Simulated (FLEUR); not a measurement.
# Fe: orders along a scan of the volume, part 2 of 2

Wanted: the trend of the moments of Fe with the volume.

FLEUR MaX-R8.1; LDA (VWN); all-electron FLAPW, Dirac cores, scalar-relativistic bands.

So far, largest spin moment in the muffin-tin sphere (μB): step 2 (factor 1, start ferro +) 2.26; step 3 (factor 1, start antiferro q=(0,0,1/2) +-) 2.03.

The database entry behind the starting cell differs from later determinations by our own check (an axis about 0.7 % long against later determinations), so it need not match the best structure at ambient conditions.

### Step 5. Factor 1.12, start ferro +

The farthest finished point is shown in full.

inp.xml

```
<?xml version="1.0" encoding="UTF-8" standalone="no"?>
<fleurInput fleurInputVersion="0.39">
   <comment>
      Fe
   </comment>
   <calculationSetup>
      <cutoffs Kmax="3.71" Gmax="11.1" GmaxXC="11.1" numbands="0"/>
      <scfLoop itmax="110" minDistance="0.00002" maxIterBroyd="15" imix="Anderson" alpha="0.05" precondParam="0.0" spinf="2.0" sdNocoIR="T"/>
      <coreElectrons ctail="T" frcor="F" kcrel="0" coretail_lmax="0"/>
      <xcFunctional name="vwn" relativisticCorrections="F"/>
      <magnetism jspins="2"/>
      <soc l_soc="F" theta="0.0" phi="0.0" spav="F"/>
      <expertModes spex="0" secvar="F"/>
      <geometryOptimization l_f="F" forcealpha="1.0" forcemix="BFGS" epsdisp="0.00001" epsforce="0.00001"/>
      <ldaU l_linMix="F" mixParam="0.05" spinf="1.0"/>
   </calculationSetup>
   <cell>
      <bzIntegration valenceElectrons="16.0" mode="hist" fermiSmearingEnergy="0.00183747">
         <kPointListSelection listName="default-1"/>
         <xi:include xmlns:xi="http://www.w3.org/2001/XInclude" href="kpts.xml"> </xi:include>
      </bzIntegration>
      <xi:include xmlns:xi="http://www.w3.org/2001/XInclude" href="sym.xml"> </xi:include>
      <bulkLattice scale="1.0">
         <bravaisMatrix>
            <row-1>   -2.8318562608212061     2.8318562608212061     2.8318562608212061</row-1>
            <row-2>    2.8318562608212061    -2.8318562608212061     2.8318562608212061</row-2>
            <row-3>    2.8318562608212061     2.8318562608212061    -2.8318562608212061</row-3>
         </bravaisMatrix>
      </bulkLattice>
   </cell>
   <atomSpecies>
      <species name="Iron (Fe) 2.800" element="Fe" atomicNumber="26">
         <mtSphere radius="2.21" gridPoints="731" logIncrement="0.017"/>
         <atomicCutoffs lmax="8" lnonsphr="6"/>
         <electronConfig flipSpins="F">
            <coreConfig>(1s1/2) (2s1/2) (2p1/2) (2p3/2)</coreConfig>
            <valenceConfig>(3s1/2) (3p1/2) (3p3/2) (4s1/2) (3d3/2) (3d5/2)</valenceConfig>
            <stateOccupation state="(3d3/2)" spinUp="1.4" spinDown="1.0"/>
            <stateOccupation state="(3d5/2)" spinUp="3.0" spinDown="0.6"/>
         </electronConfig>
         <energyParameters s="4" p="4" d="3" f="4"/>
         <lo type="SCLO" l="0" n="3" eDeriv="0"/>
         <lo type="SCLO" l="1" n="3" eDeriv="0"/>
      </species>
   </atomSpecies>
   <atomGroups>
      <atomGroup species="Iron (Fe) 2.800">
         <relPos label="                   1">.0000000000 .0000000000 .0000000000</relPos>
         <force calculate="T" relaxXYZ="TTT"/>
      </atomGroup>
   </atomGroups>
   <output dos="F" band="F" slice="F">
      <bandDOS minEnergy="-.5*Htr" maxEnergy="0.5*Htr" sigma="0.015" storeEVData="T"/>
      <plotting iplot="0" polar="F">
         <plot TwoD="T" vec1="  1.0  0.0  0.0" vec2="  0.0  1.0  0.0" vec3="  0.0  0.0  1.0" zero="  0.0  0.0  0.0" file="plot"/>
      </plotting>
      <moessbauerParams electricFieldGradient="F" isomerShift="F" coreHyperfine="F" valenceHyperfine="F"/>
   </output>
</fleurInput>
```

crystal.txt

```
Fe
&input film=F cartesian=F /
-1.49855379780  1.49855379780  1.49855379780
1.49855379780  -1.49855379780  1.49855379780
1.49855379780  1.49855379780  -1.49855379780
1.8897261246
1.0 1.0 1.0

1
26 0.00000000000  0.00000000000  0.00000000000 : 2.800

&kpt div1=14 div2=14 div3=14 gamma=T /
```

Command:

```sh
$ OMP_NUM_THREADS=1 inpgen -f crystal.txt > inpgen.log  # inp.xml is then edited as shown
$ OMP_NUM_THREADS=1 mpirun -n 4 fleur_MPI > fleur.log
```

The program printed:

```text
[banner, memory and clock lines left out]
Welcome to FLEUR        (www.flapw.de)
      MaX-Release 8.1          (www.max-centre.eu)

 ========== k-point set info ==========
 Selected k-point list: default-1
 k-point list type: mesh
 14 x 14 x 14
 Number of k points: 104

 [... set-up left out ...]
 Iteration:     1   Distance:       8.00407203 me/bohr^3
 Iteration:     2   Distance:       6.77652666 me/bohr^3
 Iteration:     3   Distance:       5.08967953 me/bohr^3
 Iteration:     4   Distance:       0.44904096 me/bohr^3
 Iteration:     5   Distance:       0.48552747 me/bohr^3
[...]
<sumOfEigenvalues value="     -735.4749021299">
               <coreElectrons value="-721.5489359472"/>
               <valenceElectrons value="-13.9259661827"/>
            </sumOfEigenvalues>
         [... left out ...]
            <freeEnergy value="-1270.5765953515"/>
            <extrapolationTo0K value="-1270.5764350471"/>
         </totalEnergy>
         <densityConvergence units="me/bohr^3">
            <chargeDensity spin="1" distance="0.0000006882"/>
            <chargeDensity spin="2" distance="0.0000005810"/>
            <overallChargeDensity distance="0.0000011691"/>
            <spinDensity distance="0.0000005058"/>
         </densityConvergence>
      </iteration>
```

It took 3.9 s on 4 MPI ranks of Arm Neoverse V2, shared host; peak memory 0.16 GiB.

Spin moment in the muffin-tin sphere by atom:

```csv
atom,spin moment in the muffin-tin sphere (μB)
Fe1,2.57
```

Numbers from this step:

```yaml
free_energy: -34574.1505 eV
program_s_band_gap_on_this_mesh_in_a_metal_only_a_level_spacing: 0.006755 eV
magnetization: 2.536 μB
final_state: ferromagnetic
```

After 15 cycles the largest moment stands at 2.57 μB.

### Step 6. Factor 1.12, start antiferro q=(0,0,1/2) +-

The k list default-1 (kpts.xml, not shown) is a Γ-centred 14×14×7 mesh.

inp.xml, as its differences from that of step 5:

```diff
@@ -17,3 +17,3 @@
    <cell>
-      <bzIntegration valenceElectrons="16.0" mode="hist" fermiSmearingEnergy="0.00183747">
+      <bzIntegration valenceElectrons="32.0" mode="hist" fermiSmearingEnergy="0.00183747">
          <kPointListSelection listName="default-1"/>
@@ -26,3 +26,3 @@
             <row-2>    2.8318562608212061    -2.8318562608212061     2.8318562608212061</row-2>
-            <row-3>    2.8318562608212061     2.8318562608212061    -2.8318562608212061</row-3>
+            <row-3>    5.6637125216424122     5.6637125216424122    -5.6637125216424122</row-3>
          </bravaisMatrix>
@@ -44,2 +44,15 @@
       </species>
+      <species name="Iron (Fe) -2.800" element="Fe" atomicNumber="26">
+         <mtSphere radius="2.21" gridPoints="731" logIncrement="0.017"/>
+         <atomicCutoffs lmax="8" lnonsphr="6"/>
+         <electronConfig flipSpins="F">
+            <coreConfig>(1s1/2) (2s1/2) (2p1/2) (2p3/2)</coreConfig>
+            <valenceConfig>(3s1/2) (3p1/2) (3p3/2) (4s1/2) (3d3/2) (3d5/2)</valenceConfig>
+            <stateOccupation state="(3d3/2)" spinUp="1.0" spinDown="1.4"/>
+            <stateOccupation state="(3d5/2)" spinUp="0.6" spinDown="3.0"/>
+         </electronConfig>
+         <energyParameters s="4" p="4" d="3" f="4"/>
+         <lo type="SCLO" l="0" n="3" eDeriv="0"/>
+         <lo type="SCLO" l="1" n="3" eDeriv="0"/>
+      </species>
    </atomSpecies>
@@ -48,2 +61,6 @@
          <relPos label="                   1">.0000000000 .0000000000 .0000000000</relPos>
+         <force calculate="T" relaxXYZ="TTT"/>
+      </atomGroup>
+      <atomGroup species="Iron (Fe) -2.800">
+         <relPos label="                   2">.0000000000 .0000000000 1.000/2.000</relPos>
          <force calculate="T" relaxXYZ="TTT"/>
```

crystal.txt

```
Fe
&input film=F cartesian=F /
-1.49855379780  1.49855379780  1.49855379780
1.49855379780  -1.49855379780  1.49855379780
2.99710759560  2.99710759560  -2.99710759560
1.8897261246
1.0 1.0 1.0

2
26 0.00000000000  0.00000000000  0.00000000000 : 2.800
26 0.00000000000  0.00000000000  0.50000000000 : -2.800

&kpt div1=14 div2=14 div3=7 gamma=T /
```

The program printed:

```text
[banner, memory and clock lines left out]
Welcome to FLEUR        (www.flapw.de)
      MaX-Release 8.1          (www.max-centre.eu)

 ========== k-point set info ==========
 Selected k-point list: default-1
 k-point list type: mesh
 14 x 14 x 7
 Number of k points: 372

 [... set-up left out ...]
 Iteration:     1   Distance:      11.42726044 me/bohr^3
 Iteration:     2   Distance:       9.79028843 me/bohr^3
 Iteration:     3   Distance:       6.48086280 me/bohr^3
 Iteration:     4   Distance:       4.75770293 me/bohr^3
 Iteration:     5   Distance:       3.02877522 me/bohr^3
[...]
<sumOfEigenvalues value="    -1471.1947364744">
               <coreElectrons value="-1443.2418730370"/>
               <valenceElectrons value="-27.9528634374"/>
            </sumOfEigenvalues>
         [... left out ...]
            <freeEnergy value="-2541.1372615252"/>
            <extrapolationTo0K value="-2541.1366920696"/>
         </totalEnergy>
         <densityConvergence units="me/bohr^3">
            <chargeDensity spin="1" distance="0.0000094821"/>
            <chargeDensity spin="2" distance="0.0000099923"/>
            <overallChargeDensity distance="0.0000126615"/>
            <spinDensity distance="0.0000148055"/>
         </densityConvergence>
      </iteration>
```

The job ended after 50 s (4 MPI ranks; peak memory 0.25 GiB; 3.3 min of CPU time).

This step gave:

```
free energy                                                       : -69147.8675 eV
program's band gap on this mesh (in a metal only a level spacing) : 0.002269 eV
magnetization                                                     : 0 μB
final state                                                       : antiferromagnetic
largest moment                                                    : 2.355 μB
```

After 22 cycles the largest moment stands at 2.35 μB.

### Step 7. All points

In all 27 runs were made at the factors 0.88, 0.91, 0.94, 0.97, 1, 1.03, 1.06, 1.09 and 1.12, of which 27 converged. The tables hold the factors at which the parallel start converged, and CPU times count converged runs alone. Differences are of free energies.

Final states:

```csv
volume factor,ferro +,"antiferro q=(0,0,1/2) +-",no spin polarisation,CPU time (s)
0.88,ferromagnetic,antiferromagnetic,non-magnetic,226.4
0.91,ferromagnetic,antiferromagnetic,non-magnetic,227.2
0.94,ferromagnetic,antiferromagnetic,non-magnetic,235.1
0.97,ferromagnetic,antiferromagnetic,non-magnetic,231.7
1,ferromagnetic,antiferromagnetic,non-magnetic,222
1.03,ferromagnetic,antiferromagnetic,non-magnetic,220.8
1.06,ferromagnetic,antiferromagnetic,non-magnetic,237
1.09,ferromagnetic,antiferromagnetic,non-magnetic,236.6
1.12,ferromagnetic,antiferromagnetic,non-magnetic,222.6
```

The energy over the lowest point, ferro + by volume factor:

```csv
volume factor,"energy over the lowest point, ferro + (meV a primitive cell)"
0.8800,0
0.9100,11.7
0.9400,38.2
0.9700,80.3
1.0000,133
1.0300,193
1.0600,262
1.0900,330
1.1200,401
```

Table of largest sphere moment by volume factor:

```csv
volume factor,ferro + (μB),"antiferro q=(0,0,1/2) +- (μB)"
0.8800,2.12,1.62
0.9100,2.16,1.72
0.9400,2.19,1.82
0.9700,2.23,1.92
1.0000,2.26,2.03
1.0300,2.32,2.13
1.0600,2.42,2.21
1.0900,2.52,2.29
1.1200,2.57,2.35
```

The net moment, ferro + by volume factor:

```csv
volume factor,"net moment, ferro + (μB a primitive cell)"
0.8800,2.11
0.9100,2.14
0.9400,2.17
0.9700,2.20
1.0000,2.24
1.0300,2.29
1.0600,2.39
1.0900,2.49
1.1200,2.54
```

The energy less that of the parallel start by volume factor; values in meV a seeded atom:

```csv
volume factor,"antiferro q=(0,0,1/2) +-",no spin polarisation
0.8800,174,321
0.9100,187,361
0.9400,197,399
0.9700,204,435
1.0000,208,470
1.0300,210,504
1.0600,211,538
1.0900,213,574
1.1200,217,612
```

### Step 8. Outcome

* largest moment, parallel start: 2.12 μB at 0.88, 2.57 μB at 1.12
* net moment, parallel start: 2.11 to 2.54 μB a primitive cell
* start antiferro q=(0,0,1/2) +- less the parallel start: +173.9 meV at 0.88, +216.7 meV at 1.12, a seeded atom
* spinless run less the parallel start: +321.2 meV at 0.88, +612.3 meV at 1.12, a seeded atom

The largest moment of the parallel start goes from 2.12 μB at 0.88 to 2.57 μB at 1.12. Its energy is least at 0.88 of the points run, an end of the scan, so the minimum may lie beyond. The start antiferro q=(0,0,1/2) +- lies over the parallel start at every point where both finished. The spinless run lies over the parallel start at every point where both finished. The opposed order is one of several, taken for its small cell; another can lie lower, so the scan does not name the ground state. Atoms were not relaxed at any point.

[Logs and program files are shortened in this print: banners, set-up blocks, solver, clock and traceback lines can be left out without a mark of their own.]

[Logs are printed without paths, hosts, clocks, repeated set-up lines and the standing remarks that a program may print on its own settings, such as how far it seeks lower states.]

[Hosts, paths, dates, database ids (printed as entryN), source tags and the programs' standing remarks are cut or masked in the printed files.]

[Where a cell is said to come from a database of computed structures, the database is the Materials Project.]
